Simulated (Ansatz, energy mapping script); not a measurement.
**NiO: J from the energies of magnetic orders**

How strongly do the moments of NiO couple under PBE+U (6 eV)? The plan is to run several orders and fit a Heisenberg model.

Main program and level: Ansatz 0.2.0; PBE with U = 6 eV on Ni d, ortho-atomic projectors; plane waves, U on orthogonalised atomic orbitals unless named otherwise, collinear spin, no spin–orbit coupling.

## Step 1: The starting structure

Symmetry: Fm-3m, No. 225, cubic system. The conventional cell has a = 4.172 Å, b = 4.172 Å, c = 4.172 Å, α = 90.00°, β = 90.00°, γ = 90.00°. Nearest to Ni lie 6 O at 2.09 Å. Nearest to O lie 6 Ni at 2.09 Å. Farther neighbours and most contacts between anions are not listed.

Coordinates:

```cif
data_structure
_symmetry_space_group_name_H-M 'P 1'
_symmetry_Int_Tables_number 1
_cell_length_a 2.9499
_cell_length_b 2.9499
_cell_length_c 2.9499
_cell_angle_alpha 60.000
_cell_angle_beta 60.000
_cell_angle_gamma 60.000
_cell_volume 18.15
loop_
_atom_site_label
_atom_site_type_symbol
_atom_site_fract_x
_atom_site_fract_y
_atom_site_fract_z
_atom_site_occupancy
Ni1 Ni 0.00000 0.00000 0.00000 1
O2 O 0.50000 0.50000 0.50000 1
```

The U corrects the self-interaction that lets semilocal functionals spread d and f electrons too far. Its value here is typed, not computed.

## Step 2: Which atoms carry moments

One run in the crystal's own cell, under PBE with U = 5.7 eV on Ni d, ortho-atomic projectors, shows which elements keep a moment. Transition or f elements with 0.3 μB or more enter the spin model; moments induced on other atoms do not.

input.yaml reads:

```yaml
crystal:
  lattice:
    - [0.0, 2.085901641, 2.085901641]
    - [2.085901641, 0.0, 2.085901641]
    - [2.085901641, 2.085901641, 0.0]
  atoms:
    - { symbol: Ni, position: [0.0, 0.0, 0.0], spin: 2.0 }
    - { symbol: O, position: [0.5, 0.5, 0.5] }
magnetization:
  spin_polarized: true
kpoints:
  mp_grid: { grid: [11, 11, 11] }
hamiltonian:
  xc: pbe
  hubbard:
    sites: [{ species: Ni, l: d, u_eff: 5.7 }]
    projectors: ortho-atomic
scf:
  occupations: { method: fermi_dirac, width: 0.05 }
output:
  eigenvalues: true
```

On the command line:

```
> ansatz run input.yaml --threads 4 --pin off --max-ram 8192MiB --backend cpu --events-out ev --progress --plain --runs-dir out
```

Numbers of over 12 decimals in the logs are rounded to 6 here.

The log of the run:

```text
Engine: ansatz 0.2.0, aarch64-unknown-linux-gnu
Pseudopotentials: kind: paw
Pseudopotential: Ni, paw, valence charge 18, recommended cutoff 420 eV (normal), Ni.paw.azcp
Pseudopotential: O, paw, valence charge 6, recommended cutoff 420 eV (normal), O.paw.azcp
Functional definition: PBE
  parameter kappa = 0.804
  parameter beta = 0.066725
  exchange = pbe_x(kappa = kappa, mu = beta*pi^2/3)
  correlation = pbe_c(beta = beta)
Crystal: 2 atoms, lattice volume = 18.151 Å³
Basis set: ecut = 420 eV, 339 PW (Γ)
Bands: 17, of which v1, the nominal top of the filled ones, is band 12 counted from 1 (11 counted from 0)
Symmetry: 48 space group operations
Space group: Fm-3m (ITA 225), of the structure as read, at distance tolerance 2.6e-5 Å
Magnetic group: BNS 225.116 (UNI 1618), of the structure as read, at distance tolerance 2.6e-5 Å
k-points: 56 of 1331
Non-local potential: Ni, projectors of the file, l = 0: 3, l = 1: 2, l = 2: 3, l = 3: 1
Non-local potential: O, projectors of the file, l = 0: 2, l = 1: 2, l = 2: 1
PAW form: soft (Blöchl's): semilocal exchange-correlation on the pseudo side does not see the compensation charge
PAW one-centre angular grid: Ni, 590 points (default); XC on 64 Gauss nodes
PAW one-centre angular grid: O, 110 points (default); XC on 64 Gauss nodes
Initial density: superposition of atomic densities (chi_scale 0.1, normalization cell, long waves kept (reshape's long-wave potential 0.00 eV rms))
Starting moments: Σ|m| = 2 μB on 1 of 2 sites
Initial wavefunctions: pseudopotential atomic-orbital guess
Functional: x = pbe(κ = 0.804, μ = 0.219515), c = pbe(β = 0.066725)
SCF iter   1: F=—  HF=-6405.928533 eV  |F-HF|=—  |Δ(HF+E_count)|=         —  Δρ=3.99e-1 (↑1.06e-1 ↓3.99e-1)  dr2=3.17e1  dr2_m=4.78e0  M=0.566 μB ∫|m|=0.567 μB  β_m=0.30  ethr=3.10e-3  ⟨swp⟩=5.6  Hψ=8369  notcnv=0
preconditioner: auto → none  [metal: Δε(μ)=0.006 eV  Ē_g=16.494 eV  σ=0.050 eV  W_gap=0.03  n_scr=8 (ndim 8)  ℏωp=34.9 eV  f_vac=0.000  D(μ)=2.00/eV (n_scr^D=26)  sad-step TF]
SCF iter   2: F=—  HF=-6402.748079 eV  |F-HF|=—  |Δ(HF+E_count)|=    3.18e0  Δρ=7.60e-2 (↑5.35e-2 ↓7.60e-2)  dr2=5.70e-1  dr2_m=2.54e-1  M=1.662 μB ∫|m|=1.663 μB  β_m=1.00  ethr=3.10e-3  ⟨swp⟩=3.4  Hψ=5340  notcnv=0  defer=21
SCF iter   3: F=—  HF=-6403.183148 eV  |F-HF|=—  |Δ(HF+E_count)|=   4.35e-1  Δρ=5.28e-2 (↑3.62e-2 ↓5.28e-2)  dr2=2.63e-1  dr2_m=1.04e-1  M=1.891 μB ∫|m|=1.898 μB  β_m=1.00  ethr=2.37e-3  ⟨swp⟩=3.1  Hψ=4604  notcnv=0  defer=28
SCF iter   4: F=—  HF=-6403.738356 eV  |F-HF|=—  |Δ(HF+E_count)|=   5.55e-1  Δρ=1.91e-2 (↑1.88e-2 ↓1.91e-2)  dr2=1.25e-1  dr2_m=5.05e-3  M=1.951 μB ∫|m|=1.957 μB  β_m=1.00  ethr=1.10e-3  ⟨swp⟩=2.8  Hψ=4768  notcnv=0  defer=38
[...]
SCF iter  13: F=—  HF=-6404.690929 eV  |F-HF|=—  |Δ(HF+E_count)|=   4.58e-6  Δρ=1.32e-4 (↑1.32e-4 ↓5.87e-5)  dr2=8.05e-7  dr2_m=1.43e-6  M=2.000 μB ∫|m|=2.007 μB  β_m=0.77  ethr=6.70e-8  ⟨swp⟩=2.4  Hψ=2959  notcnv=0  defer=63
iter 14 did not close the SCF: its close was put off for a magnetic moment that had not settled (scf_convergence_deferred on its scf_iter line)
SCF iter  14: F=-6404.690930 eV  HF=-6404.690930 eV  |F-HF|=3.66e-9  |Δ(HF+E_count)|=   5.64e-7  Δρ=2.12e-5 (↑2.12e-5 ↓9.63e-6)  dr2=1.83e-8  dr2_m=3.74e-8  M=2.000 μB ∫|m|=2.007 μB  β_m=0.87  ethr=4.17e-10  ⟨swp⟩=4.2  Hψ=7548  notcnv=0
SCF iter  15: F=-6404.690930 eV  HF=-6404.690930 eV  |F-HF|=1.96e-10  |Δ(HF+E_count)|=   1.56e-8  Δρ=1.77e-6 (↑1.77e-6 ↓1.18e-6)  dr2=2.62e-10  dr2_m=2.52e-10  M=2.000 μB ∫|m|=2.007 μB  ethr=7.60e-11  ⟨swp⟩=1.1  Hψ=5231  notcnv=0
SCF 1 converged in 15 iterations: F = -6404.690930 eV  dr2 = 2.62e-10
[...]
Symmetry: 8 space group operations
k-points: 186 of 1331
[...]
Starting moments: Σ|m| = 2 μB on 1 of 2 sites; this step starts from the density that it was given
[...]
an SCF along what the orbitals of the run's state read of its open shells (or to have them read: on a GPU, or by another smearing), with 40 of the crystal's symmetry operations given up (186 k-points in place of 56), reached no lower state that the run goes on to. This is no proof of a minimum
SCF converged after 15 iterations
Magnetization: 2.0000 μB (13.0000 up, 11.0000 down)
Absolute magnetization: 2.0054 μB (∫|ρ↑−ρ↓|, with the PAW one-centre terms)
Spin contamination: 0.0015 ħ² per cell (⟨S²⟩ above its minimum at these occupations)
Per-site moments (μB) at R_I (Å): [(1.710253, 0.860434), (0.215507, 0.860434)]
Free energy (F): -6404.690930 eV
Harris-Foulkes:  -6404.690930 eV  (|F-HF|=1.96e-10)
Internal energy: -6404.690930 eV  (E = F + TS)
E sigma→0 (E₀):  -6404.690930 eV
Fermi energy:    14.877796 eV
--- Per-component energies (eV) ---
  E_band       = -353.582891
  E_kinetic    = 450.552013
  E_local      = -3981.527656  (includes V_loc(G=0)·N_el)
  E_nonlocal   = 690.238718
  E_hartree    = 1635.651194
  E_xc         = -156.289097
  E_vxc        = -200.488198  (∫ρ·V_xc dr)
  E_hubbard    = 0.773965  (on-site DFT+U / exact-exchange correction)
  E_vhub       = -22.057821  (the Hubbard potential's part of the band-sum identity)
  E_paw        = -1789.294357  (= ΣΔE_a)
  E_vpaw       = -561.606838  (= ΣTr[D̂ρ^β])
  E_aug_tail   = 0.003200  (compensation charges beyond the density's cutoff)
  E_ewald      = -3254.798910
  E_smearing   = -0.000000  (= −TS)
  E_closure    = 0.000000  (closes the sum)
  Σ components = -6404.690930   (vs F -6404.690930, Δ=0.00e0)
--- Band table (eV; the first three rows and the last of 112) ---
  k-point 0 ↑: bands = [... 8 lower, 8.4476, 8.4476, 12.0101, 12.0101, 12.0101, 16.1103, 32.2758, 33.2566, ... 1 higher]
  k-point 1 ↑: bands = [... 8 lower, 8.4751, 8.4751, 11.5278, 12.2002, 12.2002, 16.7411, 30.3826, 32.9591, ... 1 higher]
  k-point 2 ↑: bands = [... 8 lower, 8.5902, 8.5902, 10.8034, 12.6577, 12.6577, 17.9962, 28.0980, 31.8017, ... 1 higher]
  k-point 55 ↓: bands = [... 8 lower, 10.4393, 11.1803, 11.2196, 16.5710, 17.1026, 23.5958, 25.3377, 25.5615, ... 1 higher]
Occupation matrices written to <dir>
```

Run time: 4.7 s. Hardware: 4 threads of Arm Neoverse N1, shared host; peak memory 0.47 GiB.

Spin moment in the sphere by atom:

| atom | spin moment in the sphere (μB) |
| --- | --- |
| Ni1 | 1.71 |
| O2 | 0.22 |

The run ends ferromagnetic; Ni carries the moments.

## Step 3: Seed run in the crystal's own cell

A corrected shell can settle in several orbital fillings. One parallel run, with an occupation width a fifth wider than the orders use, therefore is to supply the occupation matrices. All orders start from them.

input.yaml, the sections that differ from step 2:

```yaml
kpoints:
  mp_grid: { grid: [9, 9, 9] }
hamiltonian:
  xc: pbe
  hubbard:
    sites: [{ species: Ni, l: d, u_eff: 6.0 }]
    projectors: ortho-atomic
scf:
  occupations: { method: fermi_dirac, width: 0.06 }
# crystal, magnetization, output: as in step 2
```

The log of the run:

```text
[...]
Crystal: 2 atoms, lattice volume = 18.151 Å³
Basis set: ecut = 420 eV, 339 PW (Γ)
Bands: 17, of which v1, the nominal top of the filled ones, is band 12 counted from 1 (11 counted from 0)
Symmetry: 48 space group operations
[...]
k-points: 35 of 729
[...]
Starting moments: Σ|m| = 2 μB on 1 of 2 sites
[...]
SCF iter   1: F=—  HF=-6405.810431 eV  |F-HF|=—  |Δ(HF+E_count)|=         —  Δρ=3.98e-1 (↑1.06e-1 ↓3.98e-1)  dr2=3.17e1  dr2_m=4.74e0  M=0.580 μB ∫|m|=0.581 μB  β_m=0.30  ethr=3.10e-3  ⟨swp⟩=5.6  Hψ=5279  notcnv=0
[...]
SCF iter  15: F=-6404.650515 eV  HF=-6404.650515 eV  |F-HF|=1.41e-10  |Δ(HF+E_count)|=   1.64e-8  Δρ=1.44e-6 (↑1.44e-6 ↓1.10e-6)  dr2=1.89e-10  dr2_m=1.86e-10  M=2.000 μB ∫|m|=2.006 μB  ethr=4.10e-11  ⟨swp⟩=1.1  Hψ=3253  notcnv=0
SCF 1 converged in 15 iterations: F = -6404.650515 eV  dr2 = 1.89e-10
[...]
Symmetry: 8 space group operations
k-points: 105 of 729
[...]
SCF converged after 15 iterations
Magnetization: 2.0000 μB (13.0000 up, 11.0000 down)
Absolute magnetization: 2.0053 μB (∫|ρ↑−ρ↓|, with the PAW one-centre terms)
[...]
Per-site moments (μB) at R_I (Å): [(1.716223, 0.860434), (0.208920, 0.860434)]
Free energy (F): -6404.650515 eV
[...]
Internal energy: -6404.650515 eV  (E = F + TS)
E sigma→0 (E₀):  -6404.650515 eV
Fermi energy:    14.927962 eV
[...]
--- Band table (eV; the first three rows and the last of 70) ---
  k-point 0 ↑: bands = [... 8 lower, 8.2756, 8.2756, 12.0328, 12.0328, 12.0328, 16.1153, 32.2759, 33.2534, ... 1 higher]
  k-point 1 ↑: bands = [... 8 lower, 8.3210, 8.3210, 11.3597, 12.2985, 12.2985, 17.0053, 29.8565, 32.7732, ... 1 higher]
  k-point 2 ↑: bands = [... 8 lower, 8.4944, 8.4944, 10.5712, 12.8907, 12.8907, 18.5700, 27.1963, 31.1342, ... 1 higher]
  k-point 34 ↓: bands = [... 8 lower, 10.2368, 11.0024, 11.2792, 16.6660, 17.2306, 23.5536, 25.2161, 25.6782, ... 1 higher]
Occupation matrices written to <dir>
```

It took 3 s on 4 threads; peak memory 0.36 GiB; 9.6 s of CPU time.

Numbers from this step:

| Property | Result |
| --- | --- |
| final state | ferromagnetic |
| electrons in the corrected shells | 8.276 e |
| largest moment | 1.716 μB |

## Step 4: Parallel start in cell A (4 atoms)

The parallel order is the zero of energy for this cell and mesh.

input.yaml reads:

```yaml
crystal:
  lattice:
    - [0.0, -2.085901641, -2.085901641]
    - [0.0, 2.085901641, -2.085901641]
    - [4.171803282, 0.0, 0.0]
  atoms:
    - { symbol: Ni, position: [0.5, 0.5, 0.5], spin: 2.0 }
    - { symbol: Ni, position: [0.0, 0.0, 0.0], spin: 2.0 }
    - { symbol: O, position: [0.5, 0.5, 0.0] }
    - { symbol: O, position: [0.0, 0.0, 0.5] }
magnetization:
  spin_polarized: true
kpoints:
  mp_grid: { grid: [8, 8, 6] }
hamiltonian:
  xc: pbe
  hubbard:
    sites:
      - { species: Ni, l: d, u_eff: 6.0 }
      - { site: 0, l: d, u_eff: 6.0, starting_ns: [{ spin: up, occupation_matrix: ni1_major }, { spin: down, occupation_matrix: ni1_minor }] }
      - { site: 1, l: d, u_eff: 6.0, starting_ns: [{ spin: up, occupation_matrix: ni1_major }, { spin: down, occupation_matrix: ni1_minor }] }
    projectors: ortho-atomic
    occupation_matrices:
      ni1_major:
        matrix:
          - [0.998, 0.0, 0.0, 0.0, 0.0]
          - [0.0, 0.999, 0.0, 0.0, 0.0]
          - [0.0, 0.0, 0.999, 0.0, 0.0]
          - [0.0, 0.0, 0.0, 0.998, 0.0]
          - [0.0, 0.0, 0.0, 0.0, 0.999]
      ni1_minor:
        matrix:
          - [0.146, 0.0, 0.0, 0.0, 0.0]
          - [0.0, 0.997, 0.0, 0.0, 0.0]
          - [0.0, 0.0, 0.997, 0.0, 0.0]
          - [0.0, 0.0, 0.0, 0.146, 0.0]
          - [0.0, 0.0, 0.0, 0.0, 0.997]
scf:
  occupations: { method: fermi_dirac, width: 0.05 }
output:
  eigenvalues: true
  write_density: true
  write_potential: true
  elf: true
  volumetric_format: npy
```

The log of the run:

```text
[...]
Crystal: 4 atoms, lattice volume = 36.303 Å³
Basis set: ecut = 420 eV, 681 PW (Γ)
Bands: 32, of which v1, the nominal top of the filled ones, is band 24 counted from 1 (23 counted from 0)
Symmetry: 32 space group operations
[...]
k-points: 60 of 384
[...]
Starting moments: Σ|m| = 4 μB on 2 of 4 sites
[...]
SCF iter   1: F=—  HF=-12810.754731 eV  |F-HF|=—  |Δ(HF+E_count)|=         —  Δρ=2.32e-1 (↑7.47e-2 ↓2.32e-1)  dr2=2.34e1  dr2_m=2.33e0  M=2.832 μB ∫|m|=2.834 μB  β_m=0.30  ethr=3.10e-3  ⟨swp⟩=5.4  Hψ=13660  notcnv=0  defer=5
[...]
spin=Collinear: Kerker preconditioning applied to the charge; magnetization (m = ρ↑ − ρ↓) channel mixes plain (no charge-response kernel on spin).
SCF iter   2: F=—  HF=-12808.556184 eV  |F-HF|=—  |Δ(HF+E_count)|=    2.20e0  Δρ=8.46e-2 (↑4.17e-2 ↓8.46e-2)  dr2=8.26e-1  dr2_m=7.69e-1  M=4.000 μB ∫|m|=4.004 μB  β_m=1.00  ethr=3.10e-3  ⟨swp⟩=3.2  Hψ=9002  notcnv=0  defer=259
[...]
SCF iter  12: F=-12809.301494 eV  HF=-12809.301494 eV  |F-HF|=3.64e-11  |Δ(HF+E_count)|=   4.75e-9  Δρ=7.54e-7 (↑5.14e-7 ↓7.54e-7)  dr2=1.44e-10  dr2_m=1.08e-10  M=4.000 μB ∫|m|=4.014 μB  ethr=9.87e-12  ⟨swp⟩=1.1  Hψ=9550  notcnv=0
SCF 1 converged in 12 iterations: F = -12809.301494 eV  dr2 = 1.44e-10
[...]
SCF converged after 12 iterations
an eigenvalue changed by more than its tolerance at an iteration that met the thresholds in force, so the SCF went on 1 time: the last check found none over its tolerance
Magnetization: 4.0000 μB (26.0000 up, 22.0000 down)
Absolute magnetization: 4.0115 μB (∫|ρ↑−ρ↓|, with the PAW one-centre terms)
[...]
Per-site moments (μB) at R_I (Å): [(1.716287, 0.860434), (1.716287, 0.860434), (0.208852, 0.860434), (0.208852, 0.860434)]
Free energy (F): -12809.301494 eV
[...]
Internal energy: -12809.301494 eV  (E = F + TS)
E sigma→0 (E₀):  -12809.301494 eV
Fermi energy:    14.922149 eV
[...]
--- Specified on-site occupations, and those of the state reported ---
  electrons in the specified blocks: 16.5520 specified, 16.5513 found
  site 0 (l=d) ↓: largest change of an orbital's occupation 0.0003; electrons 3.2830 specified, 3.2838 found; spectral distance 0.0005
[...]
site 0 (l=d) ↑: largest change of an orbital's occupation 0.0002; electrons 4.9930 specified, 4.9919 found; spectral distance 0.0005
[...]
--- Band table (eV; the first three rows and the last of 120) ---
  k-point 0 ↑: bands = [... 20 lower, 9.2293, 10.6356, 10.6356, 12.0331, 12.0331, 12.0331, 16.1156, 20.4506, ... 4 higher]
  k-point 1 ↑: bands = [... 20 lower, 9.6671, 10.9046, 10.9046, 11.8301, 12.0361, 12.0361, 16.8533, 20.6717, ... 4 higher]
  k-point 2 ↑: bands = [... 20 lower, 10.5864, 11.3902, 11.3902, 11.5123, 11.9875, 11.9875, 18.4405, 20.8496, ... 4 higher]
  k-point 59 ↓: bands = [... 20 lower, 11.1081, 11.1081, 16.6408, 16.6408, 17.1527, 17.1527, 23.6183, 23.6183, ... 4 higher]
Occupation matrices written to <dir>
```

It took 6.1 s on 4 threads; peak memory 0.41 GiB; 21 s of CPU time.

Spin moment in the sphere by atom:

| atom | spin moment in the sphere (μB) |
| --- | --- |
| Ni1 | 1.72 |
| Ni2 | 1.72 |
| O3 | 0.21 |
| O4 | 0.21 |

The run ends ferromagnetic.

Spin density in the ac plane of the conventional cell at fractional y = 0.000, with atoms of Ni and O within 0.2 Å of it.

Values in e/Å³, 14 rows by 14 columns, each cell a mean:
```
4.0 1.5 0.4 0.1 0.0 0.1 0.3 0.3 0.2 0.0 0.0 0.2 0.8 2.6
1.4 0.4 0.1 0.0 0.0 0.0 0.1 0.1 0.1 0.0 0.0 0.0 0.1 0.8
0.3 0.1 0.0 0.0 0.0 0.0 0.0 0.0 0.0 0.0 0.0 0.0 0.0 0.2
0.0 0.0 0.0 0.0 0.0 0.0 0.1 0.1 0.0 0.0 0.0 0.0 0.0 0.0
0.0 0.0 0.0 0.0 0.0 0.1 0.5 0.7 0.2 0.0 0.0 0.0 0.0 0.0
0.2 0.1 0.0 0.0 0.1 0.4 1.5 2.6 0.8 0.2 0.0 0.0 0.1 0.2
0.4 0.2 0.0 0.0 0.3 1.4 4.0 5.7 2.6 0.7 0.1 0.0 0.1 0.3
0.3 0.2 0.0 0.0 0.2 0.8 2.6 4.0 1.5 0.4 0.1 0.0 0.1 0.2
0.1 0.1 0.0 0.0 0.0 0.1 0.8 1.4 0.4 0.1 0.0 0.0 0.0 0.1
0.0 0.0 0.0 0.0 0.0 0.0 0.2 0.3 0.1 0.0 0.0 0.0 0.0 0.0
0.1 0.0 0.0 0.0 0.0 0.0 0.0 0.0 0.0 0.0 0.0 0.0 0.0 0.1
0.8 0.2 0.0 0.0 0.0 0.0 0.0 0.0 0.0 0.0 0.0 0.0 0.1 0.5
2.6 0.8 0.2 0.0 0.0 0.1 0.2 0.2 0.1 0.0 0.0 0.1 0.4 1.5
5.8 2.6 0.7 0.1 0.0 0.1 0.3 0.4 0.2 0.0 0.0 0.3 1.4 4.1
```
Columns run along a (4.2 Å), rows up along c (4.2 Å), edges of the conventional cell, whose origin can differ from the input's. Atoms in or near the plane, at fractional coordinates: Ni at (0.50, 0.50), Ni at (0.00, 0.00), O at (0.00, 0.50), O at (0.50, 0.00).

ELF in the ac plane of the conventional cell at fractional y = 0.000, with atoms of Ni and O within 0.2 Å of it. It is the smooth field of the valence electrons, not physical close to the nuclei.

Ten even steps from '0' (0.09) to '9' (0.79), each cell a mean:
```
64106986993025
22104899972012
00001466530000
32100000000023
98510111100379
89820244310599
48930267411696
69930256410697
99720122210489
65300000000146
00000233210000
11003799851011
43105998982024
84106964893026
```
Columns run along a (4.2 Å), rows up along c (4.2 Å), edges of the conventional cell, whose origin can differ from the input's. Atoms in or near the plane, at fractional coordinates: Ni at (0.50, 0.50), Ni at (0.00, 0.00), O at (0.00, 0.50), O at (0.50, 0.00).

(Continued in part 2 of 2.)

[Logs and program files are shortened in this print: banners, set-up blocks, solver, clock and traceback lines can be left out without a mark of their own.]

[Logs are printed without paths, hosts, clocks, repeated set-up lines and the standing remarks that a program may print on its own settings, such as how far it seeks lower states.]

[Hosts, paths, dates, database ids (printed as entryN), source tags and the programs' standing remarks are cut or masked in the printed files.]

[Where a cell is said to come from a database of computed structures, the database is the Materials Project.]
